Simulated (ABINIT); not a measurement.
## A GW chain in ABINIT: K2NaScF6 (Fm-3m)

Aim: the G0W0 gap of K2NaScF6 (Fm-3m) on LDA, step by step.

Method: LDA and many-body steps on it, plane waves, in ABINIT 10.8.3.

This is a report of a sequence of runs, with most program output left out.

**1. Starting point**

It takes space group Fm-3m (No. 225, cubic). Conventional cell: a = 8.472 Å, b = 8.472 Å, c = 8.472 Å, α = 90.00°, β = 90.00°, γ = 90.00°. Nearest to K lie 12 F at 3.00 Å. Nearest to Na lie 6 F at 2.25 Å. Sc has 6 F at 1.98 Å nearest. Nearest to F lie 1 Sc at 1.98 Å and 1 Na at 2.25 Å and 4 K at 3.00 Å. Farther neighbours and most contacts between anions are not listed.

The cell and positions come from the Crystallography Open Database and are kept as given unless a step says otherwise.

**2. Ground state**

This step: ABINIT 10.8.3; DFT, LDA, plane waves, norm-conserving pseudopotentials.

The ground-state density comes first.

Input file run.abi:

```
acell 3*1.0 Angstrom
rprim 
  -0.000000000000 4.235850000000 4.235850000000
  4.235850000000 -0.000000000000 4.235850000000
  4.235850000000 4.235850000000 -0.000000000000
ntypat 4
znucl 19 11 21 9
natom 10
typat 1 1 2 3 4 4 4 4 4 4
xred 
  0.250000000000 0.250000000000 0.250000000000
  0.750000000000 0.750000000000 0.750000000000
  0.500000000000 0.500000000000 0.500000000000
  0.000000000000 0.000000000000 0.000000000000
  0.765800000000 0.234200000000 0.234200000000
  0.234200000000 0.765800000000 0.234200000000
  0.234200000000 0.765800000000 0.765800000000
  0.765800000000 0.234200000000 0.765800000000
  0.234200000000 0.234200000000 0.765800000000
  0.765800000000 0.765800000000 0.234200000000
pp_dirpath "pseudos"
pseudos "K.upf, Na.upf, Sc.upf, F.upf"
ecut 38
ngkpt 4 4 4
nshiftk 1
shiftk 0 0 0
kptopt 1
chksymbreak 0
nband 49
occopt 1
tolvrs 1e-10
nstep 60
prtwf 0
optforces 0
optstress 0
indata_prefix "in"
outdata_prefix "out"
tmpdata_prefix "tmp"
```

Launch:

```sh
> OMP_NUM_THREADS=1 mpirun -n 4 abinit run.abi > log
```

Elapsed: 71 s, on 4 MPI ranks of Arm Neoverse V1, shared host; peak memory 0.56 GiB.

Numbers from this step:

- total energy: -8217.6963 eV
- gap: 6.651 eV
- k of the valence top: 0, 0, 0
- k of the conduction bottom: 0, 0, 0
- least direct gap: 6.651 eV

The gap is direct, at Γ.

**3. Bands along the symmetry lines**

Levels along a band path, at the cheap level, show where the edges lie and whether the meshes to come will hold them.

Changes to run.abi since step 2:

```diff
@@ -23,14 +23,40 @@
 ecut 38
-ngkpt 4 4 4
-nshiftk 1
-shiftk 0 0 0
-kptopt 1
-chksymbreak 0
-nband 49
-occopt 1
-tolvrs 1e-10
-nstep 60
+iscf -2
+irdden 1
+kptopt 0
+nkpt 26
+kpt 
+  0.00000000 0.00000000 0.00000000
+  0.12500000 0.00000000 0.12500000
+  0.25000000 0.00000000 0.25000000
+  0.37500000 0.00000000 0.37500000
+  0.50000000 0.00000000 0.50000000
+  0.53125000 0.06250000 0.53125000
+  0.56250000 0.12500000 0.56250000
+  0.59375000 0.18750000 0.59375000
+  0.62500000 0.25000000 0.62500000
+  0.37500000 0.37500000 0.75000000
+  0.28125000 0.28125000 0.56250000
+  0.18750000 0.18750000 0.37500000
+  0.09375000 0.09375000 0.18750000
+  0.00000000 0.00000000 0.00000000
+  0.12500000 0.12500000 0.12500000
+  0.25000000 0.25000000 0.25000000
+  0.37500000 0.37500000 0.37500000
+  0.50000000 0.50000000 0.50000000
+  0.50000000 0.43750000 0.56250000
+  0.50000000 0.37500000 0.62500000
+  0.50000000 0.31250000 0.68750000
+  0.50000000 0.25000000 0.75000000
+  0.50000000 0.18750000 0.68750000
+  0.50000000 0.12500000 0.62500000
+  0.50000000 0.06250000 0.56250000
+  0.50000000 0.00000000 0.50000000
+istwfk *1
+nband 47
+nbdbuf 2
+tolwfr 1e-08
+nstep 40
 prtwf 0
-optforces 0
-optstress 0
+prtvol 0
 indata_prefix "in"
```

Wall time 2.6 min (4 MPI ranks); peak memory 0.58 GiB.

This step gave:

```
gap                        : 6.651 eV
k of the valence top       : 0, 0, 0
k of the conduction bottom : 0, 0, 0
least direct gap           : 6.651 eV
```

The gap is 6.651 eV, as in the run before at this level.

Electronic bands along the path, in eV, zero at the top of the highest filled band:

| point | band 37 | band 38 | band 39 | band 40 | band 41 | band 42 | band 43 | band 44 |
| --- | --- | --- | --- | --- | --- | --- | --- | --- |
| Γ | -0.26 | 0.00 | 0.00 | 0.00 | 6.65 | 7.40 | 7.40 | 7.40 |
| halfway | -0.34 | -0.18 | -0.18 | -0.01 | 7.44 | 7.48 | 7.48 | 7.49 |
| X | -0.45 | -0.37 | -0.37 | -0.01 | 7.47 | 7.57 | 7.57 | 8.85 |
| halfway | -0.42 | -0.41 | -0.37 | -0.03 | 7.47 | 7.57 | 7.57 | 8.89 |
| U | -0.37 | -0.36 | -0.32 | -0.09 | 7.49 | 7.55 | 7.56 | 9.00 |
| jump to K | -0.37 | -0.36 | -0.32 | -0.09 | 7.49 | 7.55 | 7.56 | 9.00 |
| halfway | -0.32 | -0.17 | -0.13 | -0.08 | 7.46 | 7.46 | 7.47 | 7.60 |
| Γ | -0.26 | 0.00 | 0.00 | 0.00 | 6.65 | 7.40 | 7.40 | 7.40 |
| halfway | -0.30 | -0.11 | -0.11 | -0.06 | 7.29 | 7.45 | 7.45 | 7.45 |
| L | -0.34 | -0.23 | -0.23 | -0.15 | 7.48 | 7.49 | 7.49 | 8.75 |
| halfway | -0.39 | -0.30 | -0.20 | -0.17 | 7.50 | 7.51 | 7.53 | 8.91 |
| W | -0.51 | -0.45 | -0.18 | -0.18 | 7.52 | 7.52 | 7.57 | 9.04 |
| halfway | -0.42 | -0.41 | -0.34 | -0.06 | 7.48 | 7.55 | 7.57 | 8.93 |
| X | -0.45 | -0.37 | -0.37 | -0.01 | 7.47 | 7.57 | 7.57 | 8.85 |

**4. Empty states on the mesh, 2×2×2 mesh, 247 bands**

The sums over transitions need many empty states on a uniform mesh; this step solves for them.

Input file run.abi:

```
acell 3*1.0 Angstrom
rprim 
  -0.000000000000 4.235850000000 4.235850000000
  4.235850000000 -0.000000000000 4.235850000000
  4.235850000000 4.235850000000 -0.000000000000
ntypat 4
znucl 19 11 21 9
natom 10
typat 1 1 2 3 4 4 4 4 4 4
xred 
  0.250000000000 0.250000000000 0.250000000000
  0.750000000000 0.750000000000 0.750000000000
  0.500000000000 0.500000000000 0.500000000000
  0.000000000000 0.000000000000 0.000000000000
  0.765800000000 0.234200000000 0.234200000000
  0.234200000000 0.765800000000 0.234200000000
  0.234200000000 0.765800000000 0.765800000000
  0.765800000000 0.234200000000 0.765800000000
  0.234200000000 0.234200000000 0.765800000000
  0.765800000000 0.765800000000 0.234200000000
pp_dirpath "pseudos"
pseudos "K.upf, Na.upf, Sc.upf, F.upf"
ecut 38
ngkpt 2 2 2
nshiftk 1
shiftk 0 0 0
kptopt 1
chksymbreak 0
iscf -2
irdden 1
istwfk *1
nband 247
nbdbuf 22
tolwfr 1e-09
nstep 60
prtvol 0
indata_prefix "in"
outdata_prefix "out"
tmpdata_prefix "tmp"
```

Launch:

```sh
> OMP_NUM_THREADS=1 mpirun -n 3 abinit run.abi > log
```

Run time: 2.5 min. Hardware: 3 MPI ranks; peak memory 0.44 GiB; 7.4 min of CPU time.

Numbers from this step:

* gap: 6.651 eV
* k of the valence top: 0, 0, 0
* k of the conduction bottom: 0, 0, 0
* least direct gap: 6.651 eV
* k points computed: 3
* lowest point of the top converged band, above the valence top: 62.1699 eV

On this mesh the gap is 6.651 eV.

**5. Screening, 2×2×2 mesh, 225 bands, screening to 130.6 eV**

The RPA dielectric matrix is built and inverted for each q.

This step: RPA screening on LDA, plane waves, norm-conserving pseudopotentials.

Changes to run.abi since step 4:

```diff
@@ -28,10 +28,11 @@
 chksymbreak 0
-iscf -2
-irdden 1
 istwfk *1
-nband 247
-nbdbuf 22
-tolwfr 1e-09
-nstep 60
-prtvol 0
+occopt 1
+irdwfk 1
+optdriver 3
+nband 225
+ecuteps 4.8
+inclvkb 2
+awtr 1
+symchi 1
 indata_prefix "in"
```

Launch:

```sh
> OMP_NUM_THREADS=1 mpirun -n 4 abinit run.abi > log
```

Wall time 2 min (4 MPI ranks); peak memory 2.6 GiB.

This step gave:

```
ε∞ with local fields, on this mesh, along the program's q direction : 2.062
the same without local fields                                       : 2.275
plasma frequency                                                    : 26.94 eV
plane waves in the screening matrix                                 : 531
```

Local fields lower ε∞ by 9 %. On a Γ-centred mesh this coarse the value itself is usually too large, while a short band sum pulls it down.

**6. Self-energy, 2×2×2 mesh, 225 bands, screening to 130.6 eV**

The self-energy is evaluated for the states that the input lists, and the levels follow from it, in one-shot runs by the linearised quasiparticle equation.

This step: G0W0 on LDA, plane waves, norm-conserving pseudopotentials.

Changes to run.abi since step 5:

```diff
@@ -31,8 +31,15 @@
 irdwfk 1
-optdriver 3
+optdriver 4
 nband 225
+gwcalctyp 0
+ecutsigx 38
+symsigma 1
+nkptgw 1
+kptgw 
+  0.0000000000 0.0000000000 0.0000000000
+bdgw 
+  38 44
 ecuteps 4.8
-inclvkb 2
-awtr 1
-symchi 1
+irdscr 1
+ppmodel 1
 indata_prefix "in"
```

Elapsed: 23 s, on 4 MPI ranks; peak memory 1.9 GiB.

Numbers from this step:

```yaml
g0w0_gap_on_the_points_computed: 10.41 eV
starting_gap_on_the_mesh: 6.651 eV
k_of_the_valence_top: 0, 0, 0
k_of_the_conduction_bottom: 0, 0, 0
z_at_the_valence_top: 0.809
z_at_the_conduction_bottom: 0.896
least_direct_g0w0_gap_on_the_computed_points: 10.41 eV
```

The gap on the mesh goes from 6.65 eV to 10.41 eV, a correction of +3.76 eV.

Limits: finite bands, cutoff and mesh; coarse k mesh. v1 is the top filled band, c1 the lowest empty one. The levels before and after the correction (eV, zero at the valence-band top of each column):

|  | conduction bottom | valence top |
| --- | --- | --- |
| Kohn-Sham | 6.65 | 0.00 |
| G0W0 | 10.41 | 0.00 |

|  | level | energy (eV) |
| --- | --- | --- |
| Kohn-Sham | Γ v3-v1 | 0.000 |
| Kohn-Sham | Γ c1 | 6.651 |
| Kohn-Sham | Γ c2-c4 | 7.404 |
| G0W0 | Γ v3-v1 | 0.000 |
| G0W0 | Γ c1 | 10.410 |
| G0W0 | Γ c2-c4 | 12.853 |

**7. Where the time went**

Times are wall times on the hardware named with each run, good to a factor of about two.

| step | time | share | memory (GiB) |
| --- | --- | --- | --- |
| ground state | 71 s | 14 % | 0.56 |
| bands along the symmetry lines | 2.6 min | 30 % | 0.58 |
| empty states on the mesh | 2.5 min | 29 % | 0.44 |
| screening | 2 min | 23 % | 2.6 |
| self-energy | 23 s | 4 % | 1.9 |

**8. Outcome**

```
LDA gap              : 6.65 eV, direct
G0W0 gap on the mesh : 10.41 eV
GW settings          : 2×2×2 mesh, 225 bands, screening to 130.6 eV, Godby-Needs plasmon pole
known limits         : not at the basis limit; coarse k mesh
```

What this shows: G0W0 moves the gap on the mesh from 6.65 eV to 10.41 eV (+3.76 eV), with Z of 0.81 and 0.90 at the edges. Local fields lower the RPA ε∞ on this mesh from 2.27 to 2.06; a Γ-centred mesh this coarse tends to raise both, most where the direct gap is narrow, while a short band sum lowers them. Only 1 of the mesh's irreducible points was corrected, so a valley elsewhere could overtake. Bands and cutoff are finite, so the gap is not at the basis limit. The miss can reach some tenths of an eV and take either sign; the mesh is an error of its own. In the G0W0 run levels were corrected at 1 k point alone, so a gap called «on the mesh» is the least over those, and an edge elsewhere would be missed. The 2×2×2 mesh is coarse for this cell, which bears on the long-range parts of exchange and screening.

[Paths, hosts, dates, memory and timing lines, banners, echoed tables and standing remarks are left out of the program output.]

[Logs are printed without paths, hosts, clocks, repeated set-up lines and the standing remarks that a program may print on its own settings, such as how far it seeks lower states.]

[Runs of the session that timed out or met a known fault of the program may be left out.]

[Hosts, paths, dates, database ids (printed as entryN), source tags and the programs' standing remarks are cut or masked in the printed files.]

[G0W0 gaps are taken among the corrected bands and points alone; a level outside them can change the order at an edge.]

[Where Ansatz stands beside ABINIT at settings called matched, ABINIT's density can come from a denser mesh and the files from another edition; pairs whose starting gaps differed by over 0.03 eV were left out, so agreement reads better than it is.]
